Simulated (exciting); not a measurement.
Na2TiO3, space group Immm, Ti L₂,₃ edge of atom 1, with 4 O at 2.00 Å and 2 O at 2.13 Å (distorted octahedral, site symmetry mmm); the tensor is averaged over the atoms equivalent by symmetry. Method: exciting, all-electron LAPW+lo, LDA, spinor conduction states, exchange and screened direct term (singlet BSE), 2×2×2 shifted k points, 16 conduction spinor bands, |G+q| up to 4.5 bohr⁻¹ (4.6 in the exchange term), full RPA screening with nempty = 54, Lorentzian half width 0.25 eV.

```xyz
6
Lattice="-1.5142 2.1264 5.1260 1.5142 -2.1264 5.1260 1.5142 2.1264 -5.1260" Properties=species:S:1:pos:R:3 pbc="T T T"
Ti    0.0000    0.0000    0.0000
Na    0.0000    0.0000    3.3394
Na    0.0000    0.0000    6.9127
O     0.0000    2.1264    0.0000
O     0.0000    2.1264    3.8138
O     1.5142    0.0000    1.3123
```

Energy from the Kohn–Sham onset, core level to the lowest empty state found on the meshes used; scaled to the maximum of the polarisation mean:

```tsv
E (eV)	curve 1	curve 2	curve 3
-5.25	0.02	0.01	0.01
-5.00	0.02	0.02	0.02
-4.75	0.02	0.02	0.02
-4.50	0.03	0.03	0.03
-4.25	0.04	0.03	0.04
-4.00	0.06	0.05	0.05
-3.75	0.10	0.07	0.09
-3.50	0.18	0.12	0.17
-3.25	0.33	0.22	0.25
-3.00	0.65	0.41	0.46
-2.75	0.61	0.59	0.54
-2.50	0.26	0.30	0.25
-2.25	0.16	0.18	0.15
-2.00	0.14	0.18	0.15
-1.75	0.18	0.29	0.21
-1.50	0.24	0.59	0.27
-1.25	0.38	1.16	0.38
-1.00	0.81	0.90	0.76
-0.75	1.07	0.43	1.44
-0.50	0.64	0.37	0.84
-0.25	0.47	0.42	0.43
0.00	0.23	0.22	0.21
0.25	0.13	0.12	0.13
0.50	0.09	0.08	0.09
0.75	0.07	0.06	0.07
1.00	0.06	0.05	0.06
1.25	0.06	0.05	0.06
1.50	0.07	0.06	0.07
1.75	0.09	0.07	0.08
2.00	0.13	0.10	0.12
2.25	0.25	0.17	0.23
2.50	0.56	0.33	0.38
2.75	0.96	0.70	0.72
3.00	0.47	0.61	0.52
3.25	0.23	0.28	0.24
3.50	0.15	0.19	0.16
3.75	0.15	0.22	0.17
4.00	0.20	0.39	0.26
4.25	0.27	0.92	0.33
4.50	0.53	0.83	0.56
4.75	0.96	0.35	1.12
5.00	0.51	0.21	0.67
5.25	0.30	0.22	0.33
5.50	0.22	0.22	0.20
5.75	0.13	0.12	0.12
6.00	0.08	0.07	0.09
6.25	0.06	0.05	0.07
6.50	0.05	0.04	0.05
6.75	0.04	0.03	0.04
7.00	0.04	0.03	0.03
```

The curves are the diagonal elements of Im ε for ε ∥ a, ∥ b and ∥ c. Which is which?

Curve 1: ε ∥ c, maxima -0.8 eV (1.16), 2.8 eV (0.96) and 4.8 eV (0.96); 1 lower ones aren't listed. Curve 2: ε ∥ b, maxima -1.2 eV (1.26), 2.8 eV (0.80) and 4.3 eV (1.08); 3 lower ones aren't listed. Curve 3: ε ∥ a, maxima -0.7 eV (1.45), 2.8 eV (0.76) and 4.8 eV (1.14); 1 lower ones aren't listed.

[Banner, clock and machine lines of the logs are left out without a mark of their own.]

[Logs are printed without paths, hosts, clocks, repeated set-up lines and the standing remarks that a program may print on its own settings, such as how far it seeks lower states.]

[Hosts, paths, dates, database ids (printed as entryN), source tags and the programs' standing remarks are cut or masked in the printed files.]
